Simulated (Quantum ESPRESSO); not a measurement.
## CrO2: energy over the lowest, no spin polarisation against volume, fitted and tested on a withheld row

System: CrO2, 2 Cr and 4 O in the cell, space group P4_2/mnm. From the study “CrO2: orders under volume”.

Method: PBE; plane waves with GBRV 1.5 PBE potentials (Quantum ESPRESSO 7.5). Settings shared by all rows: cutoff 544.23 eV, 10×10×10 k-mesh, fermi-dirac occupations, smearing width 0.05 eV. No Hubbard term acts here. In such compounds local and semilocal functionals without one often delocalise the d electrons, and can shrink or lose moments and miss the size, sign and order of the couplings.

The table, with one value held back:

| volume (factor) | energy over the lowest, no spin polarisation (meV an atom) |
| --- | --- |
| 0.88 | 316.0 |
| 0.91 | 260.4 |
| 0.94 | 226.4 |
| 0.97 | ? |
| 1 | 210.1 |
| 1.03 | 222.7 |
| 1.06 | 246.4 |
| 1.09 | 279.4 |
| 1.12 | 320.3 |

**Question.** Fit the rows given and predict the energy over the lowest, no spin polarisation at volume = 0.97 factor.

**Law.** Energy against volume follows the Birch–Murnaghan form, which is a polynomial in the Eulerian strain: third order, a cubic in t = (V/1)^(−2/3) − 1. In symbols, E = c0 + c1 t + c2 t² + c3 t³, with energy over the lowest, no spin polarisation in meV an atom.

**Fit.** Least squares on 8 rows gives c0 = 210.118, c1 = -322.428, c2 = 16660.5 and c3 = 3863.53.

| volume (factor) | t | computed | fit | computed − fit |
| --- | --- | --- | --- | --- |
| 0.88 | 0.088959 | 316.0 | 316.00 | 0.00 |
| 0.91 | 0.064892 | 260.4 | 260.41 | -0.01 |
| 0.94 | 0.042113 | 226.4 | 226.38 | 0.02 |
| 1 | 0 | 210.1 | 210.12 | -0.02 |
| 1.03 | -0.019513 | 222.7 | 222.72 | -0.02 |
| 1.06 | -0.038101 | 246.4 | 246.38 | 0.02 |
| 1.09 | -0.055833 | 279.4 | 279.38 | 0.02 |
| 1.12 | -0.072769 | 320.3 | 320.31 | -0.01 |

The slope vanishes at t = 0.009644, so the minimum lies at V = 1 × (1 + t)^(−3/2) = 0.9857. That is the minimum of this magnetic state alone.

Shape and fractional positions are held, so this modulus can lie above that of a cell free to relax.

**Prediction.** At volume = 0.97 factor, t = 0.020514, so the law predicts 210.55 meV an atom. The computed value is 210.5 meV an atom, within one unit of its last digit of the prediction. The row lies between fitted rows, so this is an interpolation. The miss is of the size of the rounding of the printed values.

[Hosts, paths, dates, database ids (printed as entryN), source tags and the programs' standing remarks are cut or masked in the printed files.]

[Where a cell is said to come from a database of computed structures, the database is the Materials Project.]
